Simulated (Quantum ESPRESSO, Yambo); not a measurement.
# Beyond one shot: WS2 (Tungstenite), part 2 of 2

How far does self-consistency move the gap of WS2 (Tungstenite)?

Quantum ESPRESSO 7.5 and Yambo 5.3.0; PBE and many-body steps on it, plane waves. Known limits of the many-body steps: not at the basis limit; no spin-orbit coupling.

So far. Step 4 (G0W0): The gap on the mesh goes from 1.05 eV to 1.40 eV, a correction of +0.35 eV. Step 5 (evGW0, cycle 1): Against G0W0 in Yambo (6×6×2 mesh, 101 bands, screening to 74.8 eV, Godby-Needs plasmon pole), the gap moves by +0.053 eV.

The database entry behind the starting cell differs from later determinations by our own check (an axis about 1.4 % long against later determinations), so it need not match the best structure at ambient conditions.

## Step 6: evGW0, cycle 2

Level of this step: evGW0 on PBE, plane waves, norm-conserving pseudopotentials (Yambo).

The corrected levels of the last cycle go back in.

gw4.in reads:

```
HF_and_locXC
gw0
dyson
ppa
em1d
rim_cut
RandQpts= 1000000
RandGvec= 1 RL
EXXRLvcs= 62 Ry
VXCRLvcs= 248 Ry
Chimod= "HARTREE"
% BndsRnXp
 1 | 101 |
%
NGsBlkXp= 5.5 Ry
% LongDrXp
 1 | 1 | 1 |
%
% GbndRnge
 1 | 101 |
%
DysSolver= "n"
ExtendOut
PPAPntXp= 27.21138 eV
% QPkrange
 1 | 14 | 24 | 29 |
%
GfnQPdb= "E < ./gw3_fix/ndb.QP"
```

Run with:

```
> OMP_NUM_THREADS=2 mpirun -n 4 yambo -F gw4.in -J gw4,gw1_W -C gw4 > gw4.log
```

The log of the run:

```text
 Yambo, version 5.3.0

 [02] CORE Variables Setup
 =========================

  [... cell, symmetries and grids as in the set-up ...]

  [02.05] Energies & Occupations
  ==============================

  [X] === General ===
  [X] Electronic Temperature                        :  0.000000  0.000000 [eV K]
  [X] Bosonic    Temperature                        :  0.000000  0.000000 [eV K]
  [X] Finite Temperature mode                       : no
  [X] El. density                                   :  0.47502E+24 [cm-3]
[...]
Sx RL components                                 :   6149

   QP @ state[ 1 ] K range                          :   1  14
   QP @ state[ 1 ] b range                          :  24  29
   GF energies kind                                 : Perdew, Burke & Ernzerhof(X)+Perdew, Burke & Ernzerhof(C)+ E < ./gw2/ndb.QP + @E Fit+ E < ./gw3_fix/
   GF WF`s kind                                     : Perdew, Burke & Ernzerhof(X)+Perdew, Burke & Ernzerhof(C)
   Xs energies kind                                 : Perdew, Burke & Ernzerhof(X)+Perdew, Burke & Ernzerhof(C)
   Xs WF`s kind                                     : Perdew, Burke & Ernzerhof(X)+Perdew, Burke & Ernzerhof(C)

 [13] Game Over & Game summary
```

Run time: 5.1 min. Hardware: 4 MPI ranks of AMD EPYC 7R43, shared host; peak memory 3.4 GiB; 38 min of CPU time.

This step gave:

```yaml
quasiparticle_gap_on_the_mesh: 1.458 eV
gap_of_the_density_functional_on_the_mesh: 1.050 eV
k_of_the_valence_top: 0, 0, 0
k_of_the_conduction_bottom: 0.1667, 0.1667, 0
least_direct_quasiparticle_gap_on_the_computed_points: 2.482 eV
```

Against the cycle before, the gap moves by +0.008 eV.

The program's own table gives 1.533 eV, which is too large where the input levels are shifted: this version takes Σc at the unshifted level E₀, yet steps from the shifted one. The value above is the Newton step from E₀, E₀ + Z(Σc + Σx − Vxc), rebuilt from the printed columns.

## Step 7: evGW, cycle 1

This step: evGW on PBE, plane waves, norm-conserving pseudopotentials.

gw5.in, as its differences from gw4.in of step 6:

```diff
@@ -27,2 +27,3 @@
 %
-GfnQPdb= "E < ./gw3_fix/ndb.QP"
+GfnQPdb= "E < ./gw2/ndb.QP"
+XfnQPdb= "E < ./gw2/ndb.QP"
```

Run with:

```
> OMP_NUM_THREADS=2 mpirun -n 4 yambo -F gw5.in -J gw5 -C gw5 > gw5.log
```

The log of the run:

```text
 Yambo, version 5.3.0

 [02] CORE Variables Setup
 =========================

  [... cell, symmetries and grids as in the set-up ...]

  [02.05] Energies & Occupations
  ==============================

  [X] === General ===
  [X] Electronic Temperature                        :  0.000000  0.000000 [eV K]
  [X] Bosonic    Temperature                        :  0.000000  0.000000 [eV K]
  [X] Finite Temperature mode                       : no
  [X] El. density                                   :  0.47502E+24 [cm-3]
[...]
Sx RL components                                 :   6149

   QP @ state[ 1 ] K range                          :   1  14
   QP @ state[ 1 ] b range                          :  24  29
   GF energies kind                                 : Perdew, Burke & Ernzerhof(X)+Perdew, Burke & Ernzerhof(C)+ E < ./gw2/ndb.QP + @E Fit
   GF WF`s kind                                     : Perdew, Burke & Ernzerhof(X)+Perdew, Burke & Ernzerhof(C)
   Xs energies kind                                 : Perdew, Burke & Ernzerhof(X)+Perdew, Burke & Ernzerhof(C)
   Xs WF`s kind                                     : Perdew, Burke & Ernzerhof(X)+Perdew, Burke & Ernzerhof(C)

 [15] Game Over & Game summary
```

It took 8.6 min on 4 MPI ranks; peak memory 3.4 GiB; 61 min of CPU time.

Numbers from this step:

```
quasiparticle gap on the mesh                         : 1.546 eV
gap of the density functional on the mesh             : 1.050 eV
k of the valence top                                  : 0, 0, 0
k of the conduction bottom                            : 0.1667, 0.1667, 0
least direct quasiparticle gap on the computed points : 2.563 eV
```

Against G0W0 in Yambo (6×6×2 mesh, 101 bands, screening to 74.8 eV, Godby-Needs plasmon pole), the gap moves by +0.148 eV.

The program's own table gives 1.606 eV, which is too large where the input levels are shifted: this version takes Σc at the unshifted level E₀, yet steps from the shifted one. The value above is the Newton step from E₀, E₀ + Z(Σc + Σx − Vxc), rebuilt from the printed columns.

## Step 8: evGW, cycle 2

gw6.in, as its differences from gw5.in of step 7:

```diff
@@ -27,3 +27,3 @@
 %
-GfnQPdb= "E < ./gw2/ndb.QP"
-XfnQPdb= "E < ./gw2/ndb.QP"
+GfnQPdb= "E < ./gw5_fix/ndb.QP"
+XfnQPdb= "E < ./gw5_fix/ndb.QP"
```

Run with:

```
> OMP_NUM_THREADS=2 mpirun -n 4 yambo -F gw6.in -J gw6 -C gw6 > gw6.log
```

The log of the run:

```text
 Yambo, version 5.3.0

 [02] CORE Variables Setup
 =========================

  [... cell, symmetries and grids as in the set-up ...]

  [02.05] Energies & Occupations
  ==============================

  [X] === General ===
  [X] Electronic Temperature                        :  0.000000  0.000000 [eV K]
  [X] Bosonic    Temperature                        :  0.000000  0.000000 [eV K]
  [X] Finite Temperature mode                       : no
  [X] El. density                                   :  0.47502E+24 [cm-3]
[...]
Sx RL components                                 :   6149

   QP @ state[ 1 ] K range                          :   1  14
   QP @ state[ 1 ] b range                          :  24  29
   GF energies kind                                 : Perdew, Burke & Ernzerhof(X)+Perdew, Burke & Ernzerhof(C)+ E < ./gw2/ndb.QP + @E Fit+ E < ./gw5_fix/
   GF WF`s kind                                     : Perdew, Burke & Ernzerhof(X)+Perdew, Burke & Ernzerhof(C)
   Xs energies kind                                 : Perdew, Burke & Ernzerhof(X)+Perdew, Burke & Ernzerhof(C)
   Xs WF`s kind                                     : Perdew, Burke & Ernzerhof(X)+Perdew, Burke & Ernzerhof(C)

 [15] Game Over & Game summary
```

Run time: 9.6 min. Hardware: 4 MPI ranks; peak memory 3.4 GiB.

This step gave:

```yaml
quasiparticle_gap_on_the_mesh: 1.589 eV
gap_of_the_density_functional_on_the_mesh: 1.050 eV
k_of_the_valence_top: 0, 0, 0
k_of_the_conduction_bottom: 0.1667, 0.1667, 0
least_direct_quasiparticle_gap_on_the_computed_points: 2.609 eV
```

Against the cycle before, the gap moves by +0.043 eV.

The program's own table gives 1.672 eV, which is too large where the input levels are shifted: this version takes Σc at the unshifted level E₀, yet steps from the shifted one. The value above is the Newton step from E₀, E₀ + Z(Σc + Σx − Vxc), rebuilt from the printed columns.

## Step 9: evGW, cycle 3

gw7.in, as its differences from gw6.in of step 8:

```diff
@@ -27,3 +27,3 @@
 %
-GfnQPdb= "E < ./gw5_fix/ndb.QP"
-XfnQPdb= "E < ./gw5_fix/ndb.QP"
+GfnQPdb= "E < ./gw6_fix/ndb.QP"
+XfnQPdb= "E < ./gw6_fix/ndb.QP"
```

Run with:

```
> OMP_NUM_THREADS=2 mpirun -n 4 yambo -F gw7.in -J gw7 -C gw7 > gw7.log
```

The log of the run:

```text
 Yambo, version 5.3.0

 [02] CORE Variables Setup
 =========================

  [... cell, symmetries and grids as in the set-up ...]

  [02.05] Energies & Occupations
  ==============================

  [X] === General ===
  [X] Electronic Temperature                        :  0.000000  0.000000 [eV K]
  [X] Bosonic    Temperature                        :  0.000000  0.000000 [eV K]
  [X] Finite Temperature mode                       : no
  [X] El. density                                   :  0.47502E+24 [cm-3]
[...]
Sx RL components                                 :   6149

   QP @ state[ 1 ] K range                          :   1  14
   QP @ state[ 1 ] b range                          :  24  29
   GF energies kind                                 : Perdew, Burke & Ernzerhof(X)+Perdew, Burke & Ernzerhof(C)+ E < ./gw2/ndb.QP + @E Fit+ E < ./gw5_fix/
   GF WF`s kind                                     : Perdew, Burke & Ernzerhof(X)+Perdew, Burke & Ernzerhof(C)
   Xs energies kind                                 : Perdew, Burke & Ernzerhof(X)+Perdew, Burke & Ernzerhof(C)
   Xs WF`s kind                                     : Perdew, Burke & Ernzerhof(X)+Perdew, Burke & Ernzerhof(C)

 [15] Game Over & Game summary
```

Wall time 9.3 min (4 MPI ranks); peak memory 3.5 GiB.

This step gave:

* quasiparticle gap on the mesh: 1.601 eV
* gap of the density functional on the mesh: 1.050 eV
* k of the valence top: 0, 0, 0
* k of the conduction bottom: 0.1667, 0.1667, 0
* least direct quasiparticle gap on the computed points: 2.621 eV

Against the cycle before, the gap moves by +0.012 eV.

The program's own table gives 1.690 eV, which is too large where the input levels are shifted: this version takes Σc at the unshifted level E₀, yet steps from the shifted one. The value above is the Newton step from E₀, E₀ + Z(Σc + Σx − Vxc), rebuilt from the printed columns.

## Step 10: evGW, cycle 4

gw8.in, as its differences from gw7.in of step 9:

```diff
@@ -27,3 +27,3 @@
 %
-GfnQPdb= "E < ./gw6_fix/ndb.QP"
-XfnQPdb= "E < ./gw6_fix/ndb.QP"
+GfnQPdb= "E < ./gw7_fix/ndb.QP"
+XfnQPdb= "E < ./gw7_fix/ndb.QP"
```

Run with:

```
> OMP_NUM_THREADS=2 mpirun -n 4 yambo -F gw8.in -J gw8 -C gw8 > gw8.log
```

The log of the run:

```text
 Yambo, version 5.3.0

 [02] CORE Variables Setup
 =========================

  [... cell, symmetries and grids as in the set-up ...]

  [02.05] Energies & Occupations
  ==============================

  [X] === General ===
  [X] Electronic Temperature                        :  0.000000  0.000000 [eV K]
  [X] Bosonic    Temperature                        :  0.000000  0.000000 [eV K]
  [X] Finite Temperature mode                       : no
  [X] El. density                                   :  0.47502E+24 [cm-3]
[...]
Sx RL components                                 :   6149

   QP @ state[ 1 ] K range                          :   1  14
   QP @ state[ 1 ] b range                          :  24  29
   GF energies kind                                 : Perdew, Burke & Ernzerhof(X)+Perdew, Burke & Ernzerhof(C)+ E < ./gw2/ndb.QP + @E Fit+ E < ./gw5_fix/
   GF WF`s kind                                     : Perdew, Burke & Ernzerhof(X)+Perdew, Burke & Ernzerhof(C)
   Xs energies kind                                 : Perdew, Burke & Ernzerhof(X)+Perdew, Burke & Ernzerhof(C)
   Xs WF`s kind                                     : Perdew, Burke & Ernzerhof(X)+Perdew, Burke & Ernzerhof(C)

 [15] Game Over & Game summary
```

Wall time 7.9 min (4 MPI ranks); peak memory 3.4 GiB.

Numbers from this step:

```yaml
quasiparticle_gap_on_the_mesh: 1.604 eV
gap_of_the_density_functional_on_the_mesh: 1.050 eV
k_of_the_valence_top: 0, 0, 0
k_of_the_conduction_bottom: 0.1667, 0.1667, 0
least_direct_quasiparticle_gap_on_the_computed_points: 2.625 eV
```

Against the cycle before, the gap moves by +0.003 eV.

The program's own table gives 1.695 eV, which is too large where the input levels are shifted: this version takes Σc at the unshifted level E₀, yet steps from the shifted one. The value above is the Newton step from E₀, E₀ + Z(Σc + Σx − Vxc), rebuilt from the printed columns.

## Step 11: Side by side

Times are wall times on 4 MPI ranks of AMD EPYC 7R43, shared host, good to a factor of about two.

```tsv
run	mesh	bands	screening cutoff (eV)	DFT gap (eV)	gap on the mesh (eV)	direct (eV)	time
G0W0	6×6×2	101	74.8	1.050	1.398	2.398	3.8 min
evGW0, cycle 1	6×6×2	101	74.8	1.050	1.450	2.472	5.7 min
evGW0, cycle 2	6×6×2	101	74.8	1.050	1.458	2.482	5.1 min
evGW, cycle 1	6×6×2	101	74.8	1.050	1.546	2.563	8.6 min
evGW, cycle 2	6×6×2	101	74.8	1.050	1.589	2.609	9.6 min
evGW, cycle 3	6×6×2	101	74.8	1.050	1.601	2.621	9.3 min
evGW, cycle 4	6×6×2	101	74.8	1.050	1.604	2.625	7.9 min
```

## Step 12: Summary of results

```yaml
g0w0: 1.398 eV
evgw0_cycle_1: 1.450 eV
evgw0_cycle_2: 1.458 eV
evgw_cycle_1: 1.546 eV
evgw_cycle_2: 1.589 eV
evgw_cycle_3: 1.601 eV
evgw_cycle_4: 1.604 eV
known_limits: not at the basis limit; no spin-orbit coupling
```

What this shows: evGW0 ends at 1.46 eV, +0.06 eV from G0W0, after 2 cycles that took 11 min beside the first screening; the last moved the gap by 0.008 eV. evGW ends at 1.60 eV, +0.21 eV from G0W0, after 4 cycles that took 35 min beside the first screening; the last moved the gap by 0.003 eV. Bands and cutoff are finite, so the gap is not at the basis limit. The miss can reach some tenths of an eV and take either sign; the mesh is an error of its own. The many-body steps are scalar-relativistic: spin-orbit coupling is not in them.

[Paths, hosts, dates, memory and timing lines, banners, echoed tables and standing remarks are left out of the program output.]

[Logs are printed without paths, hosts, clocks, repeated set-up lines and the standing remarks that a program may print on its own settings, such as how far it seeks lower states.]

[Runs of the session that timed out or met a known fault of the program may be left out.]

[Hosts, paths, dates, database ids (printed as entryN), source tags and the programs' standing remarks are cut or masked in the printed files.]
